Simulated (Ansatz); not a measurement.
# CaO (Lime, Fm-3m): the dielectric response against the k mesh

Aim: how dense a k mesh do ε∞ and the zone-centre modes of CaO (Lime, Fm-3m) need?

Main program and level: Ansatz 0.2.0; DFT LDA, scalar-relativistic, plane waves, PAW; PAW set soft_1.

### Step 1. Set-up

Symmetry: Fm-3m, No. 225, cubic system. Conventional cell: a = 4.813 Å, b = 4.813 Å, c = 4.813 Å, α = 90.00°, β = 90.00°, γ = 90.00°. Nearest to O lie 6 Ca at 2.41 Å. Ca has 6 O at 2.41 Å nearest. Farther neighbours and most contacts between anions are not listed.

### Step 2. Relaxation

Harmonic phonons are second derivatives at a point where the forces vanish, and they are wanted at zero stress, so atoms and cell are relaxed first.

input.yaml

```yaml
crystal:
  lattice:
    - [0.0, 2.4065, 2.4065]
    - [2.4065, 0.0, 2.4065]
    - [2.4065, 2.4065, 0.0]
  atoms:
    - { symbol: O, position: [0.5, 0.5, 0.5] }
    - { symbol: Ca, position: [0.0, 0.0, 0.0] }
kpoints:
  mp_grid: { grid: [8, 8, 8] }
hamiltonian:
  xc: lda
  pseudopotentials: { kind: paw, azcp: { folder: soft_1 }, xc_functional: pbe }
scf:
  occupations: { method: gaussian, width: 0.02 }
output:
  forces: true
  stress: true
  eigenvalues: true
relax:
  adjacent_minimum: "off"
  f_tol: 0.005
  max_steps: 80
  cell: { stress_tol: 0.05 }
```

The run is started by

```sh
$ ansatz run input.yaml --threads 4 --pin off --max-ram 10240MiB --backend cpu --events-out ev --progress --plain --runs-dir out
```

Numbers of over 12 decimals in the logs are rounded to 6 here.

What it wrote:

```text
Engine: ansatz 0.2.0, x86_64-unknown-linux-gnu
Pseudopotentials: kind: paw
Pseudopotential: O, paw, valence charge 6, recommended cutoff 420 eV (normal), soft_1/O.paw.azcp
Pseudopotential: Ca, paw, valence charge 10, recommended cutoff 420 eV (normal), soft_1/Ca.paw.azcp
Functional definition: SPW92
  exchange = slater_x
  correlation = pw_c
Crystal: 2 atoms, lattice volume = 27.873 Å³
Basis set: ecut = 420 eV, 537 PW (Γ)
Bands: 12, of which v1, the nominal top of the filled ones, is band 8 counted from 1 (7 counted from 0)
Symmetry: 48 space group operations
Space group: Fm-3m (ITA 225), of the structure as read, at distance tolerance 3.0e-5 Å
k-points: 29 of 512
Non-local potential: O, projectors of the file, l = 0: 2, l = 1: 2, l = 2: 1
Non-local potential: Ca, projectors of the file, l = 0: 3, l = 1: 2, l = 2: 2
PAW form: soft (Blöchl's): semilocal exchange-correlation on the pseudo side does not see the compensation charge
PAW frozen core: O, regenerated for the run's functional, and the local potential with it (the file was generated under x = pbe(κ = 0.804, μ = 0.219515), c = pbe(β = 0.066725))
PAW frozen core: Ca, regenerated for the run's functional, and the local potential with it (the file was generated under x = pbe(κ = 0.804, μ = 0.219515), c = pbe(β = 0.066725))
PAW one-centre angular grid: O, 110 points (default); XC on 64 Gauss nodes
PAW one-centre angular grid: Ca, 110 points (default); XC on 64 Gauss nodes
Initial density: superposition of atomic densities (chi_scale 0.1, normalization cell, long waves kept (reshape's long-wave potential 0.00 eV rms))
Initial wavefunctions: pseudopotential atomic-orbital guess
Functional: x = slater, c = lda
SCF iter   1: F=—  HF=-2332.394862 eV  |F-HF|=—  |Δ(HF+E_count)|=         —  Δρ=1.15e-1  dr2=3.36e0  ethr=3.10e-3  ⟨swp⟩=7.2  Hψ=2448  notcnv=0
preconditioner: auto → none  [insulator: Δε(μ)=1.763 eV  Ē_g=17.369 eV  σ=0.020 eV  W_gap=1.00  n_scr=8 (ndim 8)  ℏωp=26.3 eV  f_vac=0.000  D(μ)=0.00/eV (n_scr^D=0)  ε∞_Penn≈3.3]
SCF iter   2: F=—  HF=-2331.595630 eV  |F-HF|=—  |Δ(HF+E_count)|=   7.99e-1  Δρ=2.03e-2  dr2=1.05e-1  ethr=3.10e-3  ⟨swp⟩=2.8  Hψ=962  notcnv=0
SCF iter   3: F=—  HF=-2331.597726 eV  |F-HF|=—  |Δ(HF+E_count)|=   2.10e-3  Δρ=9.25e-3  dr2=1.98e-2  ethr=6.59e-4  ⟨swp⟩=2.1  Hψ=466  notcnv=0
SCF iter   4: F=—  HF=-2331.603963 eV  |F-HF|=—  |Δ(HF+E_count)|=   6.24e-3  Δρ=7.47e-4  dr2=1.51e-4  ethr=1.24e-4  ⟨swp⟩=2.6  Hψ=551  notcnv=0
SCF iter   5: F=—  HF=-2331.603936 eV  |F-HF|=—  |Δ(HF+E_count)|=   2.74e-5  Δρ=1.42e-4  dr2=4.99e-6  ethr=9.42e-7  ⟨swp⟩=2.1  Hψ=666  notcnv=0
SCF iter   6: F=—  HF=-2331.603935 eV  |F-HF|=—  |Δ(HF+E_count)|=   2.90e-7  Δρ=3.46e-5  dr2=3.15e-7  ethr=3.12e-8  ⟨swp⟩=2.0  Hψ=435  notcnv=0
SCF iter   7: F=-2331.603935 eV  HF=-2331.603935 eV  |F-HF|=1.44e-8  |Δ(HF+E_count)|=   6.87e-8  Δρ=7.20e-6  dr2=1.57e-8  ethr=6.25e-10  ⟨swp⟩=4.8  Hψ=1470  notcnv=0
SCF 1 converged in 7 iterations: F = -2331.603935 eV  dr2 = 1.57e-8
  greatest PAW one-centre occupation: 0.996 electrons in one spin orbital (limit 2), on the Ca atom at site 1 (counted from 0), in its partial waves of l = 0
relax step   1: F+E_penalty+E_count = -2331.60393523 eV  Δ(F+E_penalty+E_count) = +0.000e0 eV  max|allowed force component| = 5.851e-29 eV/Å  Δτ_max = 0.0000 Å  P = -7.418 GPa  Ω = 27.873 Å³  (7 SCF iters, dr2 threshold 1.00e-7 eV, accepted)
Crystal: 2 atoms, lattice volume = 25.711 Å³
Basis set: ecut = 420 eV, 531 PW (Γ)
Initial density: handed on by an earlier stage of this run
Initial wavefunctions: those handed on with the density
iter 1 solved again at ethr=2.12e-5 eV; its pass at ethr=3.10e-3 eV (dr2=3.39e-3 eV) is discarded
SCF iter   1: F=—  HF=-2331.650132 eV  |F-HF|=—  |Δ(HF+E_count)|=         —  Δρ=4.23e-3  dr2=3.38e-3  ethr=2.12e-5  ⟨swp⟩=1.2  Hψ=2550  notcnv=0
preconditioner: auto → none  [insulator: Δε(μ)=3.435 eV  Ē_g=18.198 eV  σ=0.020 eV  W_gap=1.00  n_scr=8 (ndim 8)  ℏωp=27.4 eV  f_vac=0.000  D(μ)=0.00/eV (n_scr^D=0)  ε∞_Penn≈3.3]
SCF iter   2: F=—  HF=-2331.649264 eV  |F-HF|=—  |Δ(HF+E_count)|=   8.69e-4  Δρ=1.56e-3  dr2=5.34e-4  ethr=2.11e-5  ⟨swp⟩=2.9  Hψ=684  notcnv=0
SCF iter   3: F=—  HF=-2331.649317 eV  |F-HF|=—  |Δ(HF+E_count)|=   5.35e-5  Δρ=1.59e-3  dr2=4.87e-4  ethr=3.34e-6  ⟨swp⟩=2.7  Hψ=638  notcnv=0
SCF iter   4: F=—  HF=-2331.649232 eV  |F-HF|=—  |Δ(HF+E_count)|=   8.53e-5  Δρ=3.18e-4  dr2=1.31e-5  ethr=3.04e-6  ⟨swp⟩=2.0  Hψ=445  notcnv=0
SCF iter   5: F=—  HF=-2331.649236 eV  |F-HF|=—  |Δ(HF+E_count)|=   4.56e-6  Δρ=3.61e-5  dr2=1.24e-7  ethr=1.25e-9  ⟨swp⟩=3.0  Hψ=1384  notcnv=0
SCF iter   6: F=-2331.649236 eV  HF=-2331.649236 eV  |F-HF|=1.74e-10  |Δ(HF+E_count)|=   5.68e-8  Δρ=1.69e-6  dr2=3.39e-10  ethr=7.78e-10  ⟨swp⟩=2.4  Hψ=1102  notcnv=0
SCF 2 converged in 6 iterations: F = -2331.649236 eV  dr2 = 3.39e-10
relax step   2: F+E_penalty+E_count = -2331.64923646 eV  Δ(F+E_penalty+E_count) = -4.530e-2 eV  max|allowed force component| = 1.611e-30 eV/Å  Δτ_max = 0.0000 Å  P = +2.123 GPa  Ω = 25.711 Å³  energy of the carried Pulay correction = +5.052e-3 eV  (6 SCF iters, dr2 threshold 2.00e-7 eV, accepted)
Crystal: 2 atoms, lattice volume = 26.163 Å³
iter 1 solved again at ethr=1.43e-6 eV; its pass at ethr=3.10e-3 eV (dr2=2.29e-4 eV) is discarded
SCF iter   1: F=—  HF=-2331.650836 eV  |F-HF|=—  |Δ(HF+E_count)|=         —  Δρ=1.03e-3  dr2=2.01e-4  ethr=1.43e-6  ⟨swp⟩=1.7  Hψ=2496  notcnv=0
preconditioner: auto → none  [insulator: Δε(μ)=3.448 eV  Ē_g=18.123 eV  σ=0.020 eV  W_gap=1.00  n_scr=8 (ndim 8)  ℏωp=27.2 eV  f_vac=0.000  D(μ)=0.00/eV (n_scr^D=0)  ε∞_Penn≈3.2]
SCF iter   2: F=—  HF=-2331.650791 eV  |F-HF|=—  |Δ(HF+E_count)|=   4.46e-5  Δρ=4.22e-4  dr2=4.54e-5  ethr=1.26e-6  ⟨swp⟩=2.8  Hψ=636  notcnv=0
SCF iter   3: F=—  HF=-2331.650789 eV  |F-HF|=—  |Δ(HF+E_count)|=   1.98e-6  Δρ=4.00e-4  dr2=3.09e-5  ethr=2.84e-7  ⟨swp⟩=2.1  Hψ=458  notcnv=0
SCF iter   4: F=—  HF=-2331.650784 eV  |F-HF|=—  |Δ(HF+E_count)|=   4.98e-6  Δρ=7.62e-5  dr2=7.38e-7  ethr=1.93e-7  ⟨swp⟩=2.0  Hψ=435  notcnv=0
SCF iter   5: F=-2331.650785 eV  HF=-2331.650785 eV  |F-HF|=7.73e-10  |Δ(HF+E_count)|=   1.92e-7  Δρ=7.87e-6  dr2=5.31e-9  ethr=1.25e-9  ⟨swp⟩=5.0  Hψ=1605  notcnv=0
SCF 3 converged in 5 iterations: F = -2331.650785 eV  dr2 = 5.31e-9
relax step   3: F+E_penalty+E_count = -2331.65078455 eV  Δ(F+E_penalty+E_count) = -1.548e-3 eV  max|allowed force component| = 5.325e-30 eV/Å  Δτ_max = 0.0000 Å  P = -0.217 GPa  Ω = 26.163 Å³  energy of the carried Pulay correction = +3.964e-3 eV  (5 SCF iters, dr2 threshold 2.00e-7 eV, accepted)
[...]
relax step   4: F+E_penalty+E_count = -2331.65091616 eV  Δ(F+E_penalty+E_count) = -1.316e-4 eV  max|allowed force component| = 5.732e-29 eV/Å  Δτ_max = 0.0000 Å  P = -0.005 GPa  Ω = 26.120 Å³  energy of the carried Pulay correction = +4.066e-3 eV  (4 SCF iters, dr2 threshold 1.18e-7 eV, accepted)
[...]
relax step   5: F+E_penalty+E_count = -2331.64799576 eV  Δ(F+E_penalty+E_count) = +2.920e-3 eV  max|allowed force component| = 6.048e-29 eV/Å  Δτ_max = 0.0000 Å  P = -0.211 GPa  Ω = 26.120 Å³  stress off target by 2.11e-1 GPa  SCF on the basis re-selected at this cell (its energy is not comparable with the rows above)  (7 SCF iters)
[...]
relax step   6: F+E_penalty+E_count = -2331.64812393 eV  Δ(F+E_penalty+E_count) = -1.282e-4 eV  max|allowed force component| = 1.348e-29 eV/Å  Δτ_max = 0.0000 Å  P = +0.001 GPa  Ω = 26.078 Å³  energy of the carried Pulay correction = +1.005e-4 eV  (4 SCF iters, dr2 threshold 1.11e-7 eV, accepted)
iter 1 solved again at ethr=1.74e-6 eV; its pass at ethr=3.10e-3 eV (dr2=2.78e-4 eV) is discarded
SCF iter   1: F=—  HF=-2331.648077 eV  |F-HF|=—  |Δ(HF+E_count)|=         —  Δρ=8.53e-6  dr2=1.05e-8  ethr=1.74e-6  ⟨swp⟩=2.3  Hψ=3244  notcnv=0
eigensolver tolerance schedule: the retry pair's looser diagonalisation over-reported the residual by 26568.74 of it (diagonalisation noise at an unbounded share of the residual, at the tolerance the schedule requests for it); recorded, not acted on — ethr = c·dr2/N_el stays at c = 1.0e-1
SCF iter   2: F=—  HF=-2331.648079 eV  |F-HF|=—  |Δ(HF+E_count)|=   1.96e-6  Δρ=8.63e-6  dr2=1.69e-8  ethr=6.55e-11  ⟨swp⟩=3.0  Hψ=680  notcnv=0
SCF iter   3: F=—  HF=-2331.648079 eV  |F-HF|=—  |Δ(HF+E_count)|=   3.26e-9  Δρ=2.85e-6  dr2=9.14e-10  ethr=6.55e-11  ⟨swp⟩=2.0  Hψ=439  notcnv=0
SCF iter   4: F=—  HF=-2331.648079 eV  |F-HF|=—  |Δ(HF+E_count)|=  3.09e-10  Δρ=1.67e-6  dr2=6.28e-10  ethr=5.71e-12  ⟨swp⟩=2.0  Hψ=570  notcnv=0
SCF iter   5: F=—  HF=-2331.648079 eV  |F-HF|=—  |Δ(HF+E_count)|=  1.54e-10  Δρ=7.96e-7  dr2=1.43e-10  ethr=3.92e-12  ⟨swp⟩=1.9  Hψ=494  notcnv=0
SCF iter   6: F=-2331.648079 eV  HF=-2331.648079 eV  |F-HF|=4.55e-13  |Δ(HF+E_count)|=  4.23e-11  Δρ=6.98e-8  dr2=9.65e-13  ethr=1.00e-12  ⟨swp⟩=3.4  Hψ=1445  notcnv=0
SCF 7 converged in 6 iterations: F = -2331.648079 eV  dr2 = 9.65e-13
relax step   7: F+E_penalty+E_count = -2331.64807873 eV  Δ(F+E_penalty+E_count) = +4.520e-5 eV  max|allowed force component| = 4.043e-30 eV/Å  Δτ_max = 0.0000 Å  P = -0.003 GPa  Ω = 26.078 Å³  stress off target by 2.75e-3 GPa  SCF on the basis re-selected at this cell (its energy is not comparable with the rows above)  (6 SCF iters)
basis re-selected at this cell: Δ(F+E_penalty+E_count) = +4.520e-5 eV, ΔP = -0.004 GPa vs the last step (what re-selecting the basis moved, of the pressure what is left beyond the Pulay correction that the steps carried, after the strain that the cell walked since its last selection, with what the two solves' SCF thresholds leave and, on support functions, any second-order correction that the steps lacked; it is no m [...]
SCF converged after 6 iterations
Free energy (F): -2331.648079 eV
Harris-Foulkes:  -2331.648079 eV  (|F-HF|=4.55e-13)
Internal energy: -2331.648079 eV  (E = F + TS)
E sigma→0 (E₀):  -2331.648079 eV
Fermi energy:    9.732088 eV
--- Per-component energies (eV) ---
  E_band       = -91.442278
  E_kinetic    = 425.273868
  E_local      = -860.332084  (includes V_loc(G=0)·N_el)
  E_nonlocal   = 147.946586
  E_hartree    = 282.393564
  E_xc         = -198.969510
  E_vxc        = -251.549526  (∫ρ·V_xc dr)
  E_paw        = -974.639263  (= ΣΔE_a)
  E_vpaw       = -117.569034  (= ΣTr[D̂ρ^β])
  E_aug_tail   = 0.000787  (compensation charges beyond the density's cutoff)
  E_ewald      = -1153.702114
  E_core_change = 0.380088  (= ΣΔE_core)
  E_smearing   = -0.000000  (= −TS)
  E_closure    = -0.000000  (closes the sum)
  Σ components = -2331.648079   (vs F -2331.648079, Δ=0.00e0)
--- Forces (eV/Å), atoms counted from 1 ---
  atom   1  O      0.00000000    -0.00000000     0.00000000
  atom   2  Ca    -0.00000000    -0.00000000    -0.00000000
  max |Σ_I F_I| component: 6.64e-30 eV/Å
--- Stress (GPa, compression-positive) ---
       -0.002748      -0.000000      -0.000000
       -0.000000      -0.002748      -0.000000
       -0.000000      -0.000000      -0.002748
  P = ⅓ Tr σ = -0.0027 GPa (-0.027 kbar)
--- Band table (eV; the first three rows and the last of 29) ---
  k-point 0: bands = [... 4 lower, -7.3202, 8.0078, 8.0078, 8.0078, 13.0990, 14.2775, 14.2775, 14.2775]
  k-point 1: bands = [... 4 lower, -7.0142, 7.4393, 7.7681, 7.7681, 13.7918, 14.2416, 14.5682, 14.5682]
  k-point 2: bands = [... 4 lower, -6.4388, 6.3622, 7.2602, 7.2602, 14.3292, 15.2787, 15.3343, 15.3343]
  k-point 28: bands = [... 4 lower, -6.5413, 6.5980, 6.9379, 6.9379, 14.3960, 14.3960, 16.8291, 17.9781]
--- Relaxed structure (5 steps of the walk, 5 accepted, 2 SCFs on fresh bases) ---
  F+E_penalty+E_count = -2331.64807873 eV   max|allowed force component| = 4.043e-30 eV/Å   (the final SCF, on the basis selected at the relaxed cell)
  cell:  # Å, volume = 26.0779 Å³
    - [0, 2.353681, 2.353681]
    - [2.353681, 0, 2.353681]
    - [2.353681, 2.353681, 0]
  atoms:
    - { symbol: O, position: [0.5, 0.5, 0.5] }
    - { symbol: Ca, position: [0, 0, 0] }
```

The job ended after 1.8 s (4 threads of AMD EPYC 7B13 (Zen 3), shared host; peak memory 0.34 GiB).

Step by step:

| step | energy less that of the first step (eV) | largest force component (eV/Å) | pressure (GPa) | volume (Å³) |
| --- | --- | --- | --- | --- |
| 1 | 0.0000 | 0.0000 | -7.42 | 27.87 |
| 2 | -0.0453 | 0.0000 | 2.12 | 25.71 |
| 3 | -0.0468 | 0.0000 | -0.22 | 26.16 |
| 4 | -0.0470 | 0.0000 | -0.01 | 26.12 |
| 5* | -0.0441 | 0.0000 | -0.21 | 26.12 |
| 6 | -0.0442 | 0.0000 | 0.00 | 26.08 |
| 7* | -0.0441 | 0.0000 | 0.00 | 26.08 |

Relaxation steps marked * repeat the geometry before them on a plane-wave basis chosen anew for their cell, so energy and pressure can jump there.

Forces are held to the 48 operations that the run works with; a distortion that breaks them can't arise in this run.

| conventional cell, symmetrised | before | after | change |
| --- | --- | --- | --- |
| a (Å) | 4.813 | 4.707 | -2.2 % |
| b (Å) | 4.813 | 4.707 | -2.2 % |
| c (Å) | 4.813 | 4.707 | -2.2 % |
| volume (Å³/atom) | 13.94 | 13.04 | -6.4 % |

Final coordinates:

```
O Ca
1.0
     0.00000    2.35368    2.35368
     2.35368    0.00000    2.35368
     2.35368    2.35368    0.00000
O Ca
1 1
Cartesian
  2.3537 2.3537 2.3537
  0.0000 0.0000 0.0000
```

This step gave:

* pressure: -0.002748 GPa
* gap on the k-mesh: 3.449 eV
* volume per atom: 13.04 Å³

In this step the volume went from 13.94 to 13.04 Å³/atom.

### Step 3. Tight relaxation

Phonons need small forces and stress, so the relaxation is finished with tight tolerances on 8×8×8 k points.

input.yaml, the sections that differ from step 2:

```yaml
crystal:
  lattice:
    - [0.0, 2.3536805473, 2.3536805473]
    - [2.3536805473, 0.0, 2.3536805473]
    - [2.3536805473, 2.3536805473, 0.0]
  atoms:
    - { symbol: O, position: [0.5, 0.5, 0.5] }
    - { symbol: Ca, position: [0.0, 0.0, 0.0] }
scf:
  occupations: { method: fixed }
relax:
  adjacent_minimum: "off"
  f_tol: 0.001
  max_steps: 60
  cell: { stress_tol: 0.01 }
# kpoints, hamiltonian, output: as in step 2
```

What it wrote:

```text
[...]
Crystal: 2 atoms, lattice volume = 26.078 Å³
Basis set: ecut = 420 eV, 531 PW (Γ)
Bands: 12, of which v1, the nominal top of the filled ones, is band 8 counted from 1 (7 counted from 0)
Symmetry: 48 space group operations
[...]
k-points: 29 of 512
[...]
k-point 28: bands = [... 4 lower, -6.5413, 6.5980, 6.9379, 6.9379, 14.3960, 14.3960, 16.8291, 17.9781]
--- Relaxed structure (1 steps of the walk, 1 accepted, 1 SCFs on fresh bases) ---
[...]
cell:  # Å, volume = 26.0779 Å³
    - [0.0, 2.3536805473, 2.3536805473]
    - [2.3536805473, 0.0, 2.3536805473]
    - [2.3536805473, 2.3536805473, 0.0]
  atoms:
    - { symbol: O, position: [0.5, 0.5, 0.5] }
    - { symbol: Ca, position: [0.0, 0.0, 0.0] }
[key lines of the parts left out:]
SCF converged after 6 iterations
Free energy (F): -2331.648079 eV
Fermi energy:    8.007814 eV
P = ⅓ Tr σ = -0.0028 GPa (-0.028 kbar)
```

Run time: 0.65 s. Hardware: 4 threads; peak memory 0.33 GiB; 1.7 s of CPU time.

Little changed from the start: no atom moved by 0.005 Å and no cell edge by 0.1 %.

Numbers from this step:

```yaml
pressure: -0.002752 GPa
```

The forces vanish by symmetry and the pressure is -0.003 GPa, within the tolerances set. The cell now holds 13.04 Å³/atom.

[end of part 1 of 2]

[Logs are printed without paths, hosts, clocks, repeated set-up lines and the standing remarks that a program may print on its own settings, such as how far it seeks lower states.]

[Hosts, paths, dates, database ids (printed as entryN), source tags and the programs' standing remarks are cut or masked in the printed files.]
